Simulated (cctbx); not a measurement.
# A disordered crystal of nominal BiP5

Cell a = 4.9430 Å, b = 9.2400 Å, c = 5.4460 Å, α = 90.00°, β = 103.87°, γ = 90.00°; space group P2_1/m (no. 11); nominal formula BiP5.

Simulated single-crystal data (cctbx): Mo Kα, λ = 0.71073 Å, to d = 0.8 Å, 50 % of the full sphere, strongest reflection 40000 counts, noise from counting, a 6 % proportional error and a noise floor of 15 counts (s.d.); no absorption.

With every site full:

```text
Rint 0.039, 480 unique reflections to 0.80 A
cycle     R1     wR2    GooF  max shift (A)
   1  0.0604  0.2040   4.245   0.00574
   2  0.0209  0.0481   1.000   0.00002
final R1 0.0209 wR2 0.0481 GooF 1.000  parameters 30  data/parameter 16.0
atom        x        y        z      Ueq    occ   su(xyz)  su(Uiso or U11)
Bi1    0.98843  0.75000  0.64719   0.0159  1.000  0.00005  0.0002
P1     0.28839  0.96158  0.40224   0.0268  1.000  0.00033  0.0007
P2     0.37975  0.90849  0.04700   0.0319  1.000  0.00036  0.0009
P3     0.71411  0.75000  0.10195   0.0301  1.000  0.00050  0.0011
difference map: max 1.32 min -0.98 rms 0.26
Q1    0.3661  0.7500  0.4334    2    1.36  1.99 A from P1
Q2    0.9993  0.1679  0.0233    4    1.21  1.87 A from P3
Q3    0.0001  0.1849  0.6527    4    0.80  1.75 A from Bi1
Q4    0.1296  0.9977  0.8932    4    0.77  1.55 A from P2
Q5    0.2713  0.7500  0.6145    2    0.77  1.45 A from Bi1
Q6    0.3494  0.7500  0.1940    2    0.77  1.69 A from P2
```

With the occupancies of the suspect sites free, each still typed as its main element:

```text
Rint 0.039, 480 unique reflections to 0.80 A
cycle     R1     wR2    GooF  max shift (A)
   1  0.0729  0.2203   4.589   0.00011
   4  0.0207  0.0476   0.991   0.00005
final R1 0.0207 wR2 0.0475 GooF 0.990  parameters 31  data/parameter 15.5
atom        x        y        z      Ueq    occ   su(xyz)  su(Uiso or U11)
Bi1    0.98842  0.75000  0.64719   0.0159  1.000  0.00005  0.0002
P1     0.28841  0.96160  0.40229   0.0268  1.000  0.00033  0.0007
P2     0.37975  0.90850  0.04700   0.0319  1.000  0.00035  0.0009
P3     0.71410  0.75000  0.10196   0.0285  0.971  0.00049  0.0013
su of occupancy P3: 0.013
difference map: max 1.31 min -0.96 rms 0.25
Q1    0.3664  0.7500  0.4335    2    1.35  1.99 A from P1
Q2    0.9998  0.1679  0.0226    4    1.20  1.87 A from P3
Q3    0.0019  0.1847  0.6543    4    0.80  1.76 A from Bi1
Q4    0.2706  0.7500  0.6138    2    0.77  1.45 A from Bi1
Q5    0.1290  0.9980  0.8929    4    0.77  1.56 A from P2
Q6    0.3497  0.7500  0.1943    2    0.76  1.69 A from P2
```

**Question.** What is the disorder?

X-rays count electrons. P3 refines to 0.971(0.013), or 14.6 electrons; the site truly holds 0.94 P, 14.1 electrons, which is 0.940 of P. All are within 3 s.u. of full, so these data don't show the disorder. Occupancy correlates with U and the scale, so the match is approximate.

Freeing them takes R1 from 0.0209 to 0.0207 and GooF from 1.00 to 0.99.

The model was made for the exercise: a known structure type with other elements put in, its volume estimated, not relaxed; displacement parameters are assumed.

[Middle refinement cycles are left out of these outputs.]

[Logs are printed without paths, hosts, clocks, repeated set-up lines and the standing remarks that a program may print on its own settings, such as how far it seeks lower states.]
